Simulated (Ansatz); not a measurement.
# Decaying states in the gap of SrMgSeS, part 3 of 4

Aim: relax a made-up compound, SrMgSeS, and see how good a tunnel barrier it would be. It is built by putting Mg for part of the Sr in the Sr2SeS structure of space group R-3m, with the volume rescaled by atomic radii. The parent structure comes from the Materials Project.

Ansatz 0.2.0; PBEsol DFT, plane waves, PAW files (the session's first sound run).

So far, gap on the k-mesh (eV): step 3 (band edges) 2.32.

The structure was built from a prototype and need not be the compound's stable phase.

## (5) Decaying states in the gap, plane (101)

Level of this step: PBEsol DFT, plane waves, PAW files; complex bands by layer matching along the plane's normal (Ansatz).

The same for the (101) plane, at (0, 0) and (-0.5, 0), to see how the decay depends on direction.

Contents of input.yaml:

```yaml
crystal:
  lattice:
    - [6.975117149, 0.0, 0.0]
    - [1.168647691, 3.864863733, 0.0]
    - [1.168647691, 1.755745505, 3.44304072]
  atoms:
    - { symbol: Mg, position: [0.7433097366, 0.7522300878, 0.7522300878] }
    - { symbol: Sr, position: [0.2609498155, 0.2463500615, 0.2463500615] }
    - { symbol: Se, position: [0.9655527865, 0.0114824045, 0.0114824045] }
    - { symbol: S, position: [0.5301876614, 0.4899374462, 0.4899374462] }
kpoints:
  mp_grid: { grid: [8, 8, 8] }
scf:
  occupations: { method: fixed }
hamiltonian:
  xc: pbesol
output:
  eigenvalues: true
  transmission:
    leads: [[0, 0]]
    kpoints: [[0.0, 0.0], [-0.5, 0.0]]
    e_range: [-1.0, 3.32]
    de: 0.09
```

Command:

```console
ansatz run input.yaml --threads 2 --pin off --max-ram 4096MiB --backend cpu --events-out ev --progress --plain --runs-dir out
```

Numbers of over 12 decimals in the logs are rounded to 6 here.

The program printed:

```text
[...]
Crystal: 4 atoms, lattice volume = 92.817 Å³
Basis set: ecut = 420 eV, 1797 PW (Γ)
Bands: 26, of which v1, the nominal top of the filled ones, is band 21 counted from 1 (20 counted from 0)
Symmetry: 6 space group operations
[...]
k-points: 65 of 512 (time reversal used)
[...]
SCF iter   1: F=—  HF=-11720.148662 eV  |F-HF|=—  |Δ(HF+E_count)|=         —  Δρ=3.28e-3  dr2=1.74e-2  ethr=1.77e-3  ⟨swp⟩=6.5  Hψ=7419  notcnv=0  defer=131
[...]
SCF iter   7: F=-11720.142653 eV  HF=-11720.142653 eV  |F-HF|=4.39e-9  |Δ(HF+E_count)|=   3.35e-8  Δρ=3.70e-6  dr2=1.20e-8  ethr=2.38e-10  ⟨swp⟩=11.3  Hψ=8269  notcnv=0
SCF 1 converged in 7 iterations: F = -11720.142653 eV  dr2 = 1.20e-8
[...]
transmission: 6 of 12 steps passed
transmission: 12 of 12 steps passed
SCF converged after 7 iterations
Free energy (F): -11720.142653 eV
[...]
Internal energy: -11720.142653 eV  (E = F + TS)
E sigma→0 (E₀):  -11720.142653 eV
Fermi energy:    6.988963 eV
[...]
--- Band table (eV; the first three rows and the last of 65) ---
  k-point 0: bands = [... 17 lower, 5.7500, 6.8830, 6.8830, 6.9890, 9.6286, 11.0215, 11.3673, 11.6127, ... 1 higher]
  k-point 1: bands = [... 17 lower, 5.6708, 6.1822, 6.7778, 6.7806, 10.2521, 11.0554, 11.5725, 11.9420, ... 1 higher]
  k-point 2: bands = [... 17 lower, 5.1266, 5.4617, 6.3374, 6.6011, 10.5707, 10.9789, 12.0093, 12.6566, ... 1 higher]
  k-point 64: bands = [... 17 lower, 5.9128, 5.9128, 6.6500, 6.6500, 10.3722, 11.0921, 11.7905, 11.7905, ... 1 higher]
--- Transmission ---
  basis      : 233 plane waves across, 6 finite elements along
  points     : 2, as listed
[...]
crystal 0  : Mg1Se1Sr1S1, at the sites [0, 0], period 3.4430 Å: whole cells are its period
[...]
channels       : 0.000000e0 a spin
[...]
slowest decay  : 0.1853 /Å at (0.0000, 0.0000)
```

Elapsed: 33 s, on 2 threads of Arm Neoverse V2, shared host; peak memory 0.74 GiB.

Numbers from this step:

| Property | Result |
| --- | --- |
| decay constant at the filling level, zone centre | 0.1853 Å⁻¹ |
| decay constant at the filling level, slowest listed point | 0.1853 Å⁻¹ |

K parallel (0, 0); values up to 1.5 1/Å, a degenerate pair printed once or twice; energies at which all values exceed this have no row. Table of Im kz of the slowest decaying states by energy, zero at the highest filled level on the SCF mesh:

```tsv
energy (eV)	decay 1 (Å⁻¹)	decay 2 (Å⁻¹)	decay 3 (Å⁻¹)	decay 4 (Å⁻¹)
-1.00	0.151	0.165	0.420	0.681
-0.82	0.213	0.267	0.583	0.592
-0.55	0.0970	0.261	0.357	0.652
-0.37	0.285	0.393	0.694	0.846
-0.10	0.0181	0.0500	0.312	0.435
-0.01	0.0707	0.188	0.319	0.448
0.08	0.0965	0.135	0.248	0.325
0.26	0.129	0.241	0.319	0.332
0.53	0.159	0.337	0.377	0.515
0.71	0.171	0.362	0.401	0.539
0.98	0.182	0.392	0.425	0.589
1.16	0.185	0.409	0.435	0.649
1.34	0.185	0.425	0.442	0.616
1.61	0.180	0.408	0.447	0.508
1.79	0.172	0.405	0.448	0.518
2.06	0.153	0.401	0.445	0.504
2.24	0.133	0.399	0.440	0.491
2.42	0.103	0.399	0.434	0.475
2.69	0.414	0.421	0.438	0.501
2.87	0.394	0.410	0.456	0.480
3.14	0.176	0.340	0.389	0.445
3.32	0.305	0.372	0.418	0.487
```

K parallel (-0.5, 0); values up to 1.5 1/Å, a degenerate pair printed once or twice; energies at which all values exceed this have no row. Im kz of the slowest decaying states against energy, zero at the highest filled level on the SCF mesh:

```tsv
energy (eV)	decay 1 (Å⁻¹)	decay 2 (Å⁻¹)	decay 3 (Å⁻¹)	decay 4 (Å⁻¹)
-1.00	0.157	0.209	0.230	0.305
-0.82	0.263	0.365	0.387	0.632
-0.55	0.389	0.444	0.512	0.618
-0.37	0.435	0.465	0.605	0.635
-0.10	0.138	0.319	0.483	0.484
-0.01	0.157	0.361	0.488	0.495
0.08	0.173	0.393	0.491	0.506
0.26	0.197	0.439	0.495	0.524
0.53	0.222	0.481	0.496	0.520
0.71	0.234	0.495	0.498	0.501
0.98	0.246	0.468	0.489	0.515
1.16	0.251	0.444	0.484	0.521
1.34	0.253	0.415	0.477	0.524
1.61	0.253	0.363	0.464	0.492
1.79	0.251	0.319	0.454	0.465
2.06	0.230	0.243	0.426	0.437
2.24	0.131	0.234	0.399	0.423
2.42	0.223	0.371	0.408	0.498
2.69	0.200	0.325	0.382	0.481
2.87	0.179	0.290	0.362	0.468
3.14	0.132	0.225	0.327	0.445
3.32	0.0714	0.166	0.298	0.427
```

At the listed wavevectors the last open channel is at -0.01 eV and the next at +2.33 eV on the grid. At +1.16 eV, the grid energy nearest the filling level (the middle of the gap on the SCF mesh), the slowest state at the listed wavevectors decays with κ = 0.185 Å⁻¹, its amplitude falling by e over 5.4 Å; the first such run, plane (001), gave 0.175 Å⁻¹.

## (6) Band edges at another level

This step: LDA DFT, plane waves, PAW files (Ansatz 0.2.0).

The edges again with LDA, at the same atoms.

Contents of input.yaml:

```yaml
crystal:
  lattice:
    - [2.0188430537, 1.1655795805, 6.5740365236]
    - [-2.0188430537, 1.1655795805, 6.5740365236]
    - [0.0, -2.331159161, 6.5740365236]
  atoms:
    - { symbol: Mg, position: [0.2477699122, 0.2477699122, 0.2477699122] }
    - { symbol: Sr, position: [0.7536499385, 0.7536499385, 0.7536499385] }
    - { symbol: Se, position: [-0.0114824045, -0.0114824045, -0.0114824045] }
    - { symbol: S, position: [0.5100625538, 0.5100625538, 0.5100625538] }
kpoints:
  mp_grid: { grid: [6, 6, 6] }
  band_path: { path: [VBM, CBM], npoints: 30 }
scf:
  occupations: { method: fixed }
hamiltonian:
  xc: lda
output:
  eigenvalues: true
```

The program printed:

```text
[...]
Crystal: 4 atoms, lattice volume = 92.817 Å³
Basis set: ecut = 420 eV, 1797 PW (Γ), FFT grids on a1−a3, a2−a3, a3
Bands: 26, of which v1, the nominal top of the filled ones, is band 21 counted from 1 (20 counted from 0)
Symmetry: 6 space group operations
[...]
k-points: 32 of 216 (time reversal used)
[...]
SCF iter   1: F=—  HF=-11605.645940 eV  |F-HF|=—  |Δ(HF+E_count)|=         —  Δρ=5.59e-3  dr2=2.02e-2  ethr=1.77e-3  ⟨swp⟩=6.4  Hψ=3606  notcnv=0  defer=62
[...]
SCF iter   7: F=-11605.636795 eV  HF=-11605.636795 eV  |F-HF|=9.84e-10  |Δ(HF+E_count)|=   2.22e-8  Δρ=3.46e-6  dr2=1.08e-8  ethr=2.38e-10  ⟨swp⟩=2.8  Hψ=1940  notcnv=0
SCF 1 converged in 7 iterations: F = -11605.636795 eV  dr2 = 1.08e-8
[...]
SCF converged after 7 iterations
Free energy (F): -11605.636795 eV
[...]
Internal energy: -11605.636795 eV  (E = F + TS)
E sigma→0 (E₀):  -11605.636795 eV
Fermi energy:    6.839779 eV
[...]
--- Band table (eV; the first three rows and the last of 32) ---
  k-point 0: bands = [... 17 lower, 5.5994, 6.7292, 6.7292, 6.8398, 9.3688, 10.8423, 11.1465, 11.3895, ... 1 higher]
  k-point 1: bands = [... 17 lower, 5.4611, 5.6550, 6.4890, 6.5634, 10.2581, 10.7379, 11.6277, 11.9383, ... 1 higher]
  k-point 2: bands = [... 17 lower, 4.6584, 5.1577, 5.9616, 6.3649, 10.1499, 10.8731, 12.1080, 12.7741, ... 1 higher]
  k-point 31: bands = [... 17 lower, 5.7624, 5.7624, 6.4963, 6.4963, 10.1691, 10.8657, 11.5684, 11.5684, ... 1 higher]
```

It took 12 s on 2 threads; peak memory 0.34 GiB.

Numbers from this step:

* free energy: -11605.6368 eV
* Fermi energy: 6.840 eV
* gap on the k-mesh: 2.279 eV
* gap on path: 2.279 eV, by band count; negative where bands overlap
* direct gap on path: 2.529 eV

Electronic bands along the path, in eV, zero at the Fermi level (highest filled level under fixed occupations); v1 is the highest filled band, c1 the lowest empty one:

```tsv
point	v4	v3	v2	v1	c1	c2	c3	c4
VBM	-1.24	-0.11	-0.11	0.00	2.53	4.00	4.31	4.55
halfway	-1.67	-1.48	-0.62	-0.43	3.41	3.87	4.98	5.31
CBM	-1.57	-1.21	-1.02	-0.92	2.28	3.39	4.49	7.09
```

The electronic bands as a text plot (rows in eV, shown from -4.1 to 4.5 only; labels by their first letter):

```
    4.4 |++++++++++++                     +++++  ++++++++++++++++
    4.0 |+++++++++++++++++++++      +++++++++++++++
    3.7 |                    +++++++               +++++++
    3.3 |            ++++++++       ++++++++              +++++++
    2.9 |       +++++                       +++++++
    2.6 |+++++++                                   +++++++
    2.2 |                                                 +++++++
    1.9 |
    1.5 |
    1.1 |
    0.8 |
    0.4 |
    0.1 |**********
   -0.3 | ****************************
   -0.7 |        ****           ***********************
   -1.0 |            ******                  ********************
   -1.4 |**************************************  ****************
   -1.7 |            ********   *********************************
   -2.1 |                    ***
   -2.4 |                       ******
   -2.8 |                             ***************************
   -3.2 |                    ****************
   -3.5 |       *************                ******
   -3.9 |*******                                   **************
         V                                                      C
```

The searched edges give 2.28 eV, as on the mesh.

## (7) Complex bands at another level

This step: LDA DFT, plane waves, PAW files; complex bands by layer matching along the plane's normal (Ansatz 0.2.0).

The complex bands at that level, over its own gap, at (0, 0) and (0, -0.5).

Contents of input.yaml:

```yaml
crystal:
  lattice:
    - [4.037686107, 0.0, 0.0]
    - [2.018843054, 3.496738742, 0.0]
    - [2.018843054, -1.165579581, 6.574036524]
  atoms:
    - { symbol: Mg, position: [0.4955398244, 0.7522300878, 0.2566902634] }
    - { symbol: Sr, position: [0.507299877, 0.2463500615, 0.7390501845] }
    - { symbol: Se, position: [0.977035191, 0.0114824045, 0.0344472135] }
    - { symbol: S, position: [0.0201251076, 0.4899374462, 0.4698123386] }
kpoints:
  mp_grid: { grid: [8, 8, 8] }
scf:
  occupations: { method: fixed }
hamiltonian:
  xc: lda
output:
  eigenvalues: true
  transmission:
    leads: [[0, 0]]
    kpoints: [[0.0, 0.0], [0.0, -0.5]]
    e_range: [-1.0, 3.28]
    de: 0.07
```

The program printed:

```text
[...]
Crystal: 4 atoms, lattice volume = 92.817 Å³
Basis set: ecut = 420 eV, 1797 PW (Γ)
Bands: 26, of which v1, the nominal top of the filled ones, is band 21 counted from 1 (20 counted from 0)
Symmetry: 6 space group operations
[...]
k-points: 65 of 512 (time reversal used)
[...]
SCF iter   1: F=—  HF=-11605.647727 eV  |F-HF|=—  |Δ(HF+E_count)|=         —  Δρ=5.59e-3  dr2=2.04e-2  ethr=1.77e-3  ⟨swp⟩=6.4  Hψ=7347  notcnv=0  defer=129
[...]
SCF iter   7: F=-11605.638298 eV  HF=-11605.638298 eV  |F-HF|=2.97e-9  |Δ(HF+E_count)|=   2.43e-8  Δρ=3.34e-6  dr2=1.07e-8  ethr=2.27e-10  ⟨swp⟩=2.9  Hψ=3969  notcnv=0
SCF 1 converged in 7 iterations: F = -11605.638298 eV  dr2 = 1.07e-8
[...]
transmission: 10 of 20 steps passed
transmission: 20 of 20 steps passed
SCF converged after 7 iterations
Free energy (F): -11605.638298 eV
[...]
Internal energy: -11605.638298 eV  (E = F + TS)
E sigma→0 (E₀):  -11605.638298 eV
Fermi energy:    6.839123 eV
[...]
--- Band table (eV; the first three rows and the last of 65) ---
  k-point 0: bands = [... 17 lower, 5.5990, 6.7282, 6.7282, 6.8391, 9.3686, 10.8422, 11.1466, 11.3897, ... 1 higher]
  k-point 1: bands = [... 17 lower, 5.6187, 6.5683, 6.6978, 6.6978, 9.6299, 10.6640, 11.3069, 11.4363, ... 1 higher]
  k-point 2: bands = [... 17 lower, 5.6712, 5.9803, 6.6204, 6.6204, 10.1456, 10.4521, 11.5073, 11.5323, ... 1 higher]
  k-point 64: bands = [... 17 lower, 4.1618, 4.7564, 5.8348, 6.1140, 10.2351, 11.3797, 11.9645, 12.8201, ... 1 higher]
--- Transmission ---
  basis      : 121 plane waves across, 10 finite elements along
  points     : 2, as listed
[...]
channels       : 0.000000e0 a spin
[...]
slowest decay  : 0.1699 /Å at (0.0000, 0.0000)
```

Elapsed: 19 s, on 2 threads; peak memory 0.42 GiB; 29 s of CPU time.

Numbers from this step:

```
free energy                                               : -11605.6383 eV
Fermi energy                                              : 6.839 eV
gap on the k-mesh                                         : 2.280 eV
level to which the leads are filled                       : 1.140 eV from the Fermi level
decay constant at the filling level, zone centre          : 0.1699 Å⁻¹
decay constant at the filling level, slowest listed point : 0.1699 Å⁻¹
```

K parallel (0, 0); values up to 1.5 1/Å, a degenerate pair printed once or twice; energies at which all values exceed this have no row. Im kz of the slowest decaying states against energy, zero at the highest filled level on the SCF mesh:

```tsv
energy (eV)	decay 1 (Å⁻¹)	decay 2 (Å⁻¹)	decay 3 (Å⁻¹)	decay 4 (Å⁻¹)
-1.0000	0.164	0.862	1.06	1.22
-0.7200	0.240	0.838	1.02	1.19
-0.5100	0.199	0.819	0.998	1.17
-0.2300	0.792	0.964	1.15	-
-0.0200	0.193	0.772	0.939	1.13
0.2600	0.104	0.350	0.743	0.906
0.4700	0.133	0.410	0.721	0.881
0.7500	0.156	0.462	0.690	0.849
1.0300	0.167	0.495	0.656	0.816
1.2400	0.170	0.511	0.630	0.792
1.5200	0.167	0.523	0.592	0.760
1.7300	0.159	0.527	0.561	0.736
2.0100	0.139	0.516	0.526	0.703
2.2200	0.113	0.478	0.521	0.678
2.5000	0.0374	0.420	0.509	0.644
2.7800	0.349	0.491	0.607	0.815
2.9900	0.280	0.474	0.579	0.787
3.2700	0.123	0.446	0.538	0.746
```

K parallel (0, -0.5); values up to 1.5 1/Å, a degenerate pair printed once or twice; energies at which all values exceed this have no row. Table of Im kz of the slowest decaying states by energy, zero at the highest filled level on the SCF mesh:

```tsv
energy (eV)	decay 1 (Å⁻¹)	decay 2 (Å⁻¹)	decay 3 (Å⁻¹)	decay 4 (Å⁻¹)
-1.00	0.113	0.170	0.999	1.16
-0.79	0.189	0.503	0.882	1.10
-0.58	0.218	0.680	1.19	1.46
-0.37	0.215	0.239	0.665	1.24
-0.16	0.253	0.303	0.651	1.26
-0.02	0.260	0.343	0.642	1.27
0.05	0.263	0.360	0.637	1.28
0.26	0.269	0.400	0.623	1.28
0.47	0.271	0.432	0.608	1.29
0.68	0.271	0.456	0.571	0.613
0.89	0.266	0.475	0.543	0.606
1.10	0.259	0.490	0.518	0.594
1.38	0.242	0.484	0.505	0.575
1.59	0.223	0.457	0.513	0.560
1.80	0.197	0.426	0.518	0.544
2.01	0.156	0.393	0.522	0.528
2.22	0.0781	0.357	0.510	0.523
2.43	0.319	0.492	0.522	1.21
2.64	0.279	0.473	0.520	1.20
2.85	0.235	0.453	0.515	1.18
3.06	0.184	0.430	0.509	1.17
3.27	0.100	0.113	0.406	0.501
```

At the listed wavevectors the last open channel is at -0.02 eV and the next at +2.29 eV on the grid. At +1.17 eV, the grid energy nearest the filling level (the middle of the gap on the SCF mesh), the slowest state at the listed wavevectors decays with κ = 0.170 Å⁻¹, its amplitude falling by e over 5.9 Å; the first such run, plane (001), gave 0.175 Å⁻¹ over as many of its listed wavevectors.

(Part 3 of 4 ends here.)

[Logs are printed without paths, hosts, clocks, repeated set-up lines and the standing remarks that a program may print on its own settings, such as how far it seeks lower states.]

[Hosts, paths, dates, database ids (printed as entryN), source tags and the programs' standing remarks are cut or masked in the printed files.]
